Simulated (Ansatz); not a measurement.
# Is CuBW in the AlB2 type a stable metal?, part 2 of 3

The plan: relax CuBW in the AlB2 type, check its phonons, and, if the lattice is stable, compute its Eliashberg function and ρ(T).

Ansatz 0.2.0; DFT PBE, scalar-relativistic, plane waves, PAW; PAW set soft_1.

So far. Step 2 (Relaxation): The largest force is now zero by symmetry and the largest stress component 0.0020 GPa. Step 3 (Tight relaxation): The largest force is now zero by symmetry and the largest stress component 8.8e-4 GPa, small enough for phonons. The relaxed cell has a = 3.452, c = 3.240 Å (conventional setting).

The structure was built from a prototype and need not be the compound's stable phase.

## 4. Phonons by linear response: q 2×2×2, k 6×6×6

Couplings are defined for a stable lattice alone, so phonons come first.

File input.yaml:

```yaml
crystal:
  lattice:
    - [3.4521936748, -2.9646e-06, 0.0]
    - [-1.72609427, 2.9896889035, 0.0]
    - [0.0, 0.0, 3.2399422632]
  atoms:
    - { symbol: W, position: [0.0, 0.0, 0.0] }
    - { symbol: B, position: [0.3333333333, 0.6666666667, 0.5] }
    - { symbol: Cu, position: [0.6666666667, 0.3333333333, 0.5] }
kpoints:
  mp_grid: { grid: [6, 6, 6] }
hamiltonian:
  xc: pbe
  pseudopotentials: { kind: paw, azcp: { folder: soft_1 } }
scf:
  occupations: { method: methfessel_paxton, width: 0.2 }
output:
  eigenvalues: true
phonons:
  method: dfpt
  qmesh: [2, 2, 2]
  temperatures: { t_max: 1000, t_step: 50 }
  qpath:
    path:
      - [[0.0, 0.0, 0.0], [0.5, 0.0, 0.0], [0.33333333, 0.33333333, 0.0], [0.0, 0.0, 0.0], [0.0, 0.0, 0.5], [0.5, 0.0, 0.5], [0.33333333, 0.33333333, 0.5], [0.0, 0.0, 0.5]]
      - [[0.5, 0.0, 0.5], [0.5, 0.0, 0.0]]
      - [[0.33333333, 0.33333333, 0.5], [0.33333333, 0.33333333, 0.0]]
    npoints: 10
```

Launch:

```sh
$ ansatz run input.yaml --threads 4 --pin off --max-ram 12288MiB --backend cpu --events-out ev --progress --plain --runs-dir out
```

Numbers of over 12 decimals in the logs are rounded to 6 here.

The program printed:

```text
Warning: phonons: the dynamical matrix that this run interpolates holds no multipole term above the dipole-dipole one, and a site of this crystal is no centre of inversion, so its interpolated transverse optical and acoustic branches and sound speeds can stay off near Gamma, and the density of states and the thermodynamics with them. What a run solves at a wave vector of phonons.qpoints, Gamma apart, where the deck admits one, is free of this, and under fd what a larger phonons.supercell samples
[...]
Crystal: 3 atoms, lattice volume = 33.439 Å³
Basis set: ecut = 420 eV, 647 PW (Γ), exchange–correlation on 48×48×48 points (8 copies of the dense FFT grid, shifted against one another)
Bands: 22, of which v1, the nominal top of the filled ones, is band 18 counted from 1 (17 counted from 0)
Symmetry: 12 space group operations
k-points: 28 of 216 (time reversal used)
[...]
SCF iter   1: F=—  HF=-17168.648084 eV  |F-HF|=—  |Δ(HF+E_count)|=         —  Δρ=1.97e-1  dr2=1.17e1  ethr=3.10e-3  ⟨swp⟩=4.2  Hψ=2190  notcnv=0
[...]
SCF iter  10: F=-17166.171444 eV  HF=-17166.171444 eV  |F-HF|=1.09e-11  |Δ(HF+E_count)|=  2.91e-11  S|Δr|=    0.00e0  Δρ=3.41e-8  dr2=3.43e-13  ethr=1.00e-12  ⟨swp⟩=5.1  Hψ=2522  notcnv=0
SCF 1 converged in 10 iterations: F = -17166.171444 eV  dr2 = 3.43e-13
[...]
SCF iter   1: F=—  HF=-17166.171444 eV  |F-HF|=—  |Δ(HF+E_count)|=         —  Δρ=3.16e-7  dr2=2.99e-11  ethr=9.04e-9  ⟨swp⟩=3.2  Hψ=4040  notcnv=0
eigensolver tolerance schedule: the retry pair's looser diagonalisation over-reported the residual by 108733.91 of it (diagonalisation noise at 0.46 of the residual, at the tolerance the schedule requests for it); recorded, not acted on — ethr = c·dr2/N_el stays at c = 1.0e-1
[...]
SCF iter   2: F=—  HF=-17166.171444 eV  |F-HF|=—  |Δ(HF+E_count)|=  4.15e-10  S|Δr|=    0.00e0  Δρ=2.53e-7  dr2=1.44e-11  ethr=1.00e-12  ⟨swp⟩=3.0  Hψ=1310  notcnv=0
SCF iter   3: F=-17166.171444 eV  HF=-17166.171444 eV  |F-HF|=3.64e-12  |Δ(HF+E_count)|=  1.46e-11  S|Δr|=    0.00e0  Δρ=1.10e-7  dr2=3.70e-12  ethr=1.00e-12  ⟨swp⟩=2.6  Hψ=1439  notcnv=0
SCF 2 converged in 3 iterations: F = -17166.171444 eV  dr2 = 3.70e-12
phonons: the bands overlap, so this run is a metal and interpolates without the dipole-dipole term. If the crystal is really an insulator or semiconductor, its LO-TO splitting is missing
NSCF: frozen V_eff on 28 k-points
[...]
DFPT response loops at q = (0, 0, 0) (fractional): preconditioner auto → Kerker (q_TF=auto, 2.762 Å⁻¹) (partly filled bands, converged f_vac=0.000); β = 1.00, the filter's whole step (`scf.mixing.beta` (0.50) is not read by the response loops under this deck's `scf.mixing.preconditioner`; to damp them name `kerker` or `kerker_dos`, under which they read `scf.mixing.beta`, and type it under 1.00, their step now; both keys bind the ground state too); Broyden in place of MSR1
[...]
SCF converged after 10 iterations
Stability not checked: this state was not tested for a lower state beside it, because cold or Methfessel-Paxton smearing, or corrected tetrahedra, fill the levels in a way that the test cannot read (fill_not_monotonic; see scf.lower_state_search)
Free energy (F): -17166.171444 eV
[...]
Internal energy: -17166.172330 eV  (E = F + TS)
E sigma→0 (E₀):  -17166.171665 eV
Entropy (-TS):   0.000886 eV (0.295 meV/atom)
Fermi energy:    19.092711 eV
[...]
--- Band table (eV; the first three rows and the last of 28) ---
  k-point 0: bands = [... 14 lower, 16.8313, 16.8313, 17.3079, 19.3508, 20.1050, 20.1050, 24.0524, 24.1546]
  k-point 1: bands = [... 14 lower, 16.9383, 17.1410, 17.1410, 19.1121, 19.7306, 19.7306, 24.0002, 24.0002]
  k-point 2: bands = [... 14 lower, 15.8692, 18.0740, 18.0740, 19.2807, 19.2807, 20.0869, 22.6926, 22.6926]
  k-point 27: bands = [... 14 lower, 15.3567, 15.9581, 16.2303, 16.5679, 20.8291, 23.1933, 23.3330, 23.5715]
--- Phonons (Γ-DFPT): 6 representative perturbations + reference (Σ response iterations 21) ---
  ASR residual: 2.620e-5 → 0.000e0 eV/Å²; symmetrization residual: 1.750e-6 eV/Å²
  ASR residual per site (eV/Å²): 2.62e-5 1.38e-5 1.40e-5
  Γ frequencies (cm⁻¹): 0.00 0.00 0.00 134.55 238.55 238.55 264.27 615.38 615.38
--- Phonons (arbitrary-q DFPT): 4 irreducible q on the 2×2×2 mesh ---
  q = [0.0000, 0.0000, 0.0000] (star 1, of the zone-centre solve; hermiticity 1.69e-7, symmetrization 8.87e-9): -0.00 0.00 0.00 134.55 238.55 238.55 264.27 615.38 615.38
  q = [0.0000, 0.0000, -0.5000] (star 1, 6 solved perturbations in 324 linear systems a pass and spin channel, the states on 80 of 216 k-point pairs; hermiticity 3.10e-8, symmetrization 4.33e-8): 131.22 131.22 166.66 210.66 210.66 237.84 337.64 610.20 610.20
[...]
sum rule: each row above includes the acoustic sum rule's correction from the zone centre's row sums; it moved no ω² by more than (0.59 cm⁻¹)²
  mesh force constants: q→R imaginary residual 2.23e-17; ASR residual 2.620e-5 → 0.000e0 eV/Å²; symmetrization residual 1.421e-14 eV/Å²
  interpolated dispersion: 93 rows × 9 modes
  density of states and harmonic sums: on the 22×22×20 q-mesh, interpolated from the force constants of a 2×2×2 supercell (no non-analytic term)
  largest difference from the sums on the solved wave vectors: F 1.13e-1 eV, S 1.63e-4 and C_V 4.93e-5 eV/K
  zero-point energy: 0.157895 eV/cell   skipped modes (ω ≤ 0): 106, of them read as no rigid motion or as one in doubt: 103 (1.782e-1 modes/cell left out, lowest -64.02 cm⁻¹)   left out of the sums: 1.98e-2 of the cell's modes: C_V's classical limit lies that fraction below 3 k_B per atom; for a crystal, a wire or a layer, F and S can be off by more, and a phonons.interpolated_qmesh denser along its periods is the remedy for the sampling
```

It took 35 s on 4 threads of Arm Neoverse V2, shared host; peak memory 0.54 GiB; 2.2 min of CPU time.

The column dr2 measures how far the density is from self-consistency, as an energy; F and HF (Harris–Foulkes) agree once it is small.

Numbers from this step:

- share of imaginary modes in the plain interpolation between solved wavevectors: 0.0206
- highest frequency, solved or plainly interpolated: 659 cm⁻¹

Solved on the 2×2×2 mesh alone; all other wavevectors are interpolated. Phonon branches along the path, in cm⁻¹:

| point | branch 1 | branch 2 | branch 3 | branch 4 | branch 5 | branch 6 | branch 7 | branch 8 | branch 9 |
| --- | --- | --- | --- | --- | --- | --- | --- | --- | --- |
| Γ | 0 | 0 | 0 | 134 | 238 | 238 | 264 | 615 | 615 |
| halfway | 29 | 89 | 102 | 155 | 241 | 256 | 270 | 623 | 629 |
| M | 23 | 122 | 129 | 176 | 244 | 245 | 300 | 630 | 646 |
| halfway | 59 | 123 | 139 | 180 | 229 | 237 | 313 | 625 | 654 |
| K | 77 | 127 | 149 | 186 | 216 | 228 | 323 | 622 | 659 |
| halfway | 47 | 102 | 106 | 160 | 235 | 253 | 283 | 622 | 636 |
| Γ | 0 | 0 | 0 | 134 | 238 | 238 | 264 | 615 | 615 |
| halfway | 86 | 86 | 114 | 228 | 228 | 232 | 277 | 613 | 613 |
| A | 131 | 131 | 167 | 211 | 211 | 238 | 338 | 610 | 610 |
| halfway | 72 | 136 | 137 | 205 | 257 | 271 | 321 | 617 | 622 |
| L | -64 | 123 | 140 | 199 | 266 | 306 | 316 | 622 | 634 |
| halfway | -57 | 95 | 131 | 231 | 268 | 304 | 311 | 614 | 643 |
| H | -51 | 75 | 122 | 255 | 270 | 302 | 305 | 610 | 648 |
| halfway | 59 | 123 | 134 | 218 | 260 | 277 | 317 | 615 | 629 |
| A | 131 | 131 | 167 | 211 | 211 | 238 | 338 | 610 | 610 |
| jump to L | -64 | 123 | 140 | 199 | 266 | 306 | 316 | 622 | 634 |
| halfway | 46 | 89 | 139 | 228 | 246 | 257 | 309 | 632 | 634 |
| M | 23 | 122 | 129 | 176 | 244 | 245 | 300 | 630 | 646 |
| jump to H | -51 | 75 | 122 | 255 | 270 | 302 | 305 | 610 | 648 |
| halfway | 71 | 100 | 110 | 240 | 251 | 254 | 315 | 616 | 653 |
| K | 77 | 127 | 149 | 186 | 216 | 228 | 323 | 622 | 659 |

The phonon branches as a text plot (rows in cm⁻¹):

```
    644 |   ************              **********     ************
    614 |****** ***************************************    ******
    584 |
    554 |
    523 |
    493 |
    463 |
    433 |
    403 |
    373 |
    343 |                        ***              ***
    313 |      *******          *   **************   ************
    282 |   ***       ***     **     *    *******    **    ***
    252 |*********    ******** *********** ********************
    222 |        ********    *******      *    ****** ***     ***
    192 |        *****       *      ******           *   *     **
    162 |  ******  ** ***       ****              ***     *     *
    132 |**   *********  ****  *****************************  ***
    102 |  ***        ***     **    *    **   **       * *  ****
     72 |  *      ****  **   **      *     ***  **      *  *   **
     41 |** **  **    ***** **                 *       * *   *
     11 |***  **          ***                             * *
    -19 |                             *
    -49 |                              ********      **    *
         Γ     M   K       Γ     A      L   H      A|L   M|H    K
```

Lowest modes at the softest wavevector of the mesh. The modes at q = (0.500, 0.500, 0.500) (shares of kinetic energy by element, %) (negative means imaginary):

| mode | frequency (cm⁻¹) | W % | B % | Cu % |
| --- | --- | --- | --- | --- |
| 1 | -64.0 | 80 | 0 | 20 |
| 2 | 123.2 | 87 | 0 | 13 |
| 3 | 139.9 | 100 | 0 | 0 |
| 4 | 199.1 | 0 | 14 | 86 |
| 5 | 265.7 | 19 | 3 | 78 |
| 6 | 306.1 | 1 | 97 | 2 |

Displacements in mode 1 (-64.0 cm⁻¹), the largest set to 1, in the home cell:
```
W1   1.00 -0.58  0.00
B2   0.00  0.00  0.18
Cu3  0.00  0.00  0.99
```

Displacements in mode 4 (199.1 cm⁻¹), the largest set to 1, in the home cell:
```
W1   0.00  0.00  0.00
B2   0.56  0.97  0.00
Cu3 -0.58 -1.00  0.00
```

Among the solved wavevectors the lowest mode, translations apart, is -64 cm⁻¹, imaginary.

## 5. Lattice stability: q 3×3×2, k 9×9×8

An imaginary mode on so few k-points may come from the sampling, so the phonons are repeated with another q and k mesh.

Edit input.yaml of step 4 so:

```diff
@@ -10,3 +10,3 @@
 kpoints:
-  mp_grid: { grid: [6, 6, 6] }
+  mp_grid: { grid: [9, 9, 8] }
 hamiltonian:
@@ -20,3 +20,3 @@
   method: dfpt
-  qmesh: [2, 2, 2]
+  qmesh: [3, 3, 2]
   temperatures: { t_max: 1000, t_step: 50 }
```

The program printed:

```text
[...]
Crystal: 3 atoms, lattice volume = 33.439 Å³
Basis set: ecut = 420 eV, 647 PW (Γ), exchange–correlation on 48×48×48 points (8 copies of the dense FFT grid, shifted against one another)
Bands: 22, of which v1, the nominal top of the filled ones, is band 18 counted from 1 (17 counted from 0)
Symmetry: 12 space group operations
k-points: 60 of 648 (time reversal used)
[...]
SCF iter   1: F=—  HF=-17168.645666 eV  |F-HF|=—  |Δ(HF+E_count)|=         —  Δρ=1.98e-1  dr2=1.18e1  ethr=3.10e-3  ⟨swp⟩=4.2  Hψ=4700  notcnv=0
[...]
SCF iter  11: F=-17166.172750 eV  HF=-17166.172750 eV  |F-HF|=3.64e-12  |Δ(HF+E_count)|=  3.64e-12  S|Δr|=    0.00e0  Δρ=5.15e-8  dr2=4.81e-13  ethr=1.00e-12  ⟨swp⟩=5.1  Hψ=5323  notcnv=0
SCF 1 converged in 11 iterations: F = -17166.172750 eV  dr2 = 4.81e-13
[...]
SCF iter   3: F=-17166.172750 eV  HF=-17166.172750 eV  |F-HF|=0.00e0  |Δ(HF+E_count)|=  1.09e-11  S|Δr|=    0.00e0  Δρ=1.09e-7  dr2=3.61e-12  ethr=1.00e-12  ⟨swp⟩=1.1  Hψ=2883  notcnv=0
SCF 2 converged in 3 iterations: F = -17166.172750 eV  dr2 = 3.61e-12
[...]
SCF converged after 11 iterations
[...]
Free energy (F): -17166.172750 eV
[...]
Internal energy: -17166.174479 eV  (E = F + TS)
E sigma→0 (E₀):  -17166.173182 eV
Entropy (-TS):   0.001729 eV (0.576 meV/atom)
Fermi energy:    19.089809 eV
[...]
--- Band table (eV; the first three rows and the last of 60) ---
  k-point 0: bands = [... 14 lower, 16.8297, 16.8297, 17.3091, 19.3508, 20.1062, 20.1062, 24.0515, 24.1546]
  k-point 1: bands = [... 14 lower, 16.9996, 16.9996, 17.1417, 19.1138, 19.8681, 19.8681, 24.1319, 24.1319]
  k-point 2: bands = [... 14 lower, 16.3540, 17.5449, 17.5449, 19.4555, 19.4741, 19.4741, 23.4497, 23.4497]
  k-point 59: bands = [... 14 lower, 15.3540, 15.9600, 16.2284, 16.5650, 20.8307, 23.1945, 23.3307, 23.5724]
[...]
ASR residual: 3.174e-5 → 0.000e0 eV/Å²; symmetrization residual: 1.588e-6 eV/Å²
  ASR residual per site (eV/Å²): 2.80e-5 2.22e-5 3.17e-5
  Γ frequencies (cm⁻¹): 0.00 0.00 0.00 130.54 237.03 237.03 265.37 613.19 613.19
--- Phonons (arbitrary-q DFPT): 6 irreducible q on the 3×3×2 mesh ---
[...]
interpolated dispersion: 93 rows × 9 modes
[...]
```

Elapsed: 2.9 min, on 4 threads; peak memory 1.1 GiB.

Numbers from this step:

- share of imaginary modes in the plain interpolation between solved wavevectors: 0.0161
- highest frequency, solved or plainly interpolated: 661.6 cm⁻¹

Solved on the 3×3×2 mesh alone; all other wavevectors are interpolated. Phonon branches along the path, in cm⁻¹:

| point | branch 1 | branch 2 | branch 3 | branch 4 | branch 5 | branch 6 | branch 7 | branch 8 | branch 9 |
| --- | --- | --- | --- | --- | --- | --- | --- | --- | --- |
| Γ | 0 | 0 | 0 | 130 | 237 | 237 | 265 | 613 | 613 |
| halfway | 38 | 95 | 106 | 160 | 241 | 256 | 273 | 624 | 633 |
| M | 36 | 125 | 128 | 193 | 244 | 244 | 301 | 628 | 651 |
| halfway | 67 | 126 | 138 | 196 | 226 | 237 | 314 | 617 | 658 |
| K | 88 | 129 | 149 | 202 | 209 | 227 | 323 | 609 | 662 |
| halfway | 54 | 108 | 109 | 167 | 235 | 252 | 285 | 621 | 640 |
| Γ | 0 | 0 | 0 | 130 | 237 | 237 | 265 | 613 | 613 |
| halfway | 86 | 86 | 114 | 227 | 227 | 235 | 277 | 612 | 612 |
| A | 131 | 131 | 168 | 211 | 211 | 240 | 341 | 612 | 612 |
| halfway | 88 | 130 | 138 | 205 | 255 | 270 | 325 | 618 | 621 |
| L | -51 | 118 | 136 | 197 | 266 | 303 | 316 | 621 | 632 |
| halfway | -58 | 93 | 123 | 232 | 268 | 297 | 310 | 614 | 637 |
| H | -67 | 78 | 110 | 260 | 269 | 291 | 304 | 609 | 641 |
| halfway | 74 | 117 | 135 | 219 | 259 | 275 | 319 | 617 | 626 |
| A | 131 | 131 | 168 | 211 | 211 | 240 | 341 | 612 | 612 |
| jump to L | -51 | 118 | 136 | 197 | 266 | 303 | 316 | 621 | 632 |
| halfway | 57 | 89 | 137 | 226 | 249 | 257 | 310 | 630 | 636 |
| M | 36 | 125 | 128 | 193 | 244 | 244 | 301 | 628 | 651 |
| jump to H | -67 | 78 | 110 | 260 | 269 | 291 | 304 | 609 | 641 |
| halfway | 65 | 97 | 109 | 241 | 251 | 253 | 314 | 609 | 651 |
| K | 88 | 129 | 149 | 202 | 209 | 227 | 323 | 609 | 662 |

The phonon branches as a text plot (rows in cm⁻¹):

```
    646 |   *************               *******        **********
    616 |********************************************************
    586 |
    555 |
    525 |
    495 |
    464 |
    434 |
    403 |
    373 |
    343 |                       *****             ***
    312 |      ********              *************   ************
    282 |   ***        **     **     **   *******    **    **
    252 |*********    ******** *********** ********************
    221 |        *******     ********     *    ****** ***     ***
    191 |    **********      *       *****           *   **     *
    161 |  **      **  ***      ****              ***           *
    130 |**  **********   ***  *************  *************   ***
    100 |  ***     **  **     **    **   ** **** *    ** * ******
     69 | **     **  *** *   *             ***  *      **  *
     39 |********       *** **        *        *         **  *
      9 |**               ***
    -22 |                              *              *     *
    -52 |                               *******      *     *
         Γ     M   K       Γ     A      L   H      A|L   M|H    K
```

Lowest modes at the softest wavevector of the mesh. The modes at q = (-0.333, -0.333, 0.500) (shares of kinetic energy by element, %) (negative means imaginary):

| mode | frequency (cm⁻¹) | W % | B % | Cu % |
| --- | --- | --- | --- | --- |
| 1 | -67.2 | 78 | 0 | 22 |
| 2 | 78.0 | 67 | 3 | 29 |
| 3 | 109.5 | 98 | 2 | 0 |
| 4 | 260.1 | 33 | 10 | 58 |
| 5 | 269.2 | 22 | 0 | 78 |
| 6 | 291.4 | 2 | 98 | 0 |

Displacements in mode 1 (-67.2 cm⁻¹), the largest set to 1, in the home cell (x, y, z of the real part, then of the imaginary part):
```
W1   0.68  0.39  0.00 -0.39  0.68  0.00
B2   0.00  0.00  0.00  0.00  0.00  0.00
Cu3  0.00  0.00  1.00  0.00  0.00  0.00
```

Displacements in mode 5 (269.2 cm⁻¹), the largest set to 1, in the home cell (x, y, z of the real part, then of the imaginary part):
```
W1  -0.19 -0.11  0.00  0.11 -0.19  0.00
B2   0.00  0.00  0.00  0.00  0.00  0.00
Cu3  0.00  0.00  1.00  0.00  0.00  0.00
```

The modes has structure finer than the step of the table below, so its rows give means over 25 cm⁻¹, whole bins alone (the curve runs from -75.6 to 691 cm⁻¹). Peaks (cm⁻¹: height): B 295.8: 0.00978, 618.9: 0.0639; Cu 64.3: 0.00485, 252.4: 0.0324, 305.4: 0.0242, 618.9: 0.00614; W 136.6: 0.0361, 233.1: 0.00752.

Phonopy on the run's constants, 19x19x17 mesh, Gaussian sigma 5.5 cm⁻¹. Modes against wavenumber; means over each step; values in 1/cm⁻¹/cell:

| wavenumber (cm⁻¹) | B | Cu | W |
| --- | --- | --- | --- |
| -50 | 0 | 5.8e-4 | 0.00221 |
| -25 | 1.9e-6 | 4.9e-4 | 0.00188 |
| 0 | 3.4e-6 | 1.5e-4 | 5.5e-4 |
| 25 | 5.8e-5 | 8.7e-4 | 0.00310 |
| 50 | 2.7e-4 | 0.00335 | 0.0119 |
| 75 | 3.1e-4 | 0.00394 | 0.0162 |
| 100 | 4.2e-4 | 0.00392 | 0.0216 |
| 125 | 4.8e-4 | 0.00261 | 0.0307 |
| 150 | 0.00136 | 6.4e-4 | 0.0134 |
| 175 | 0.00342 | 2.3e-4 | 2.2e-4 |
| 200 | 0.00689 | 0.00465 | 6.6e-4 |
| 225 | 0.00785 | 0.0244 | 0.00519 |
| 250 | 0.00716 | 0.0301 | 0.00650 |
| 275 | 0.00691 | 0.0136 | 0.00301 |
| 300 | 0.00867 | 0.0180 | 0.00204 |
| 325 | 0.00329 | 0.00499 | 5.2e-4 |
| 350 | 2.7e-4 | 2.2e-5 | 3.4e-7 |
| 375 | 0 | 0 | 0 |
| 400 | 0 | 0 | 0 |
| 425 | 0 | 0 | 0 |
| 450 | 0 | 0 | 0 |
| 475 | 0 | 0 | 0 |
| 500 | 0 | 0 | 0 |
| 525 | 0 | 0 | 0 |
| 550 | 0 | 0 | 0 |
| 575 | 4.6e-7 | 0 | 0 |
| 600 | 0.00909 | 6.9e-4 | 6.4e-7 |
| 625 | 0.0467 | 0.00483 | 9.7e-6 |
| 650 | 0.0163 | 0.00174 | 5.1e-6 |
| 675 | 5.8e-4 | 7.0e-5 | 0 |

No LO-TO term; unit eigenvectors of the mass-weighted matrix. The modes at Γ (shares of kinetic energy by element, %):

| mode | frequency (cm⁻¹) | symmetry | W % | B % | Cu % |
| --- | --- | --- | --- | --- | --- |
| 1 | 0.0 | unnamed | 71 | 4 | 25 |
| 2 | 0.0 | unnamed | 71 | 4 | 25 |
| 3 | 0.0 | unnamed | 71 | 4 | 25 |
| 4 | 130.5 | A2'' | 1 | 94 | 5 |
| 5 | 237.0 | E' | 29 | 10 | 61 |
| 6 | 237.0 | E' | 29 | 10 | 61 |
| 7 | 265.4 | A2'' | 28 | 2 | 71 |
| 8 | 613.2 | E' | 0 | 86 | 14 |
| 9 | 613.2 | E' | 0 | 86 | 14 |

Displacements in mode 4 (130.5 cm⁻¹), the largest set to 1:
```
W1   0.00  0.00 -0.03
B2   0.00  0.00  1.00
Cu3  0.00  0.00 -0.09
```

Displacements in mode 8 (613.2 cm⁻¹), the largest set to 1:
```
W1   0.00  0.00  0.00
B2   0.00  1.00  0.00
Cu3  0.00 -0.17  0.00
```

Among the solved wavevectors the lowest mode, translations apart, is -67.2 cm⁻¹, imaginary.

[end of part 2 of 3]

[Logs are printed without paths, hosts, clocks, repeated set-up lines and the standing remarks that a program may print on its own settings, such as how far it seeks lower states.]

[Hosts, paths, dates, database ids (printed as entryN), source tags and the programs' standing remarks are cut or masked in the printed files.]
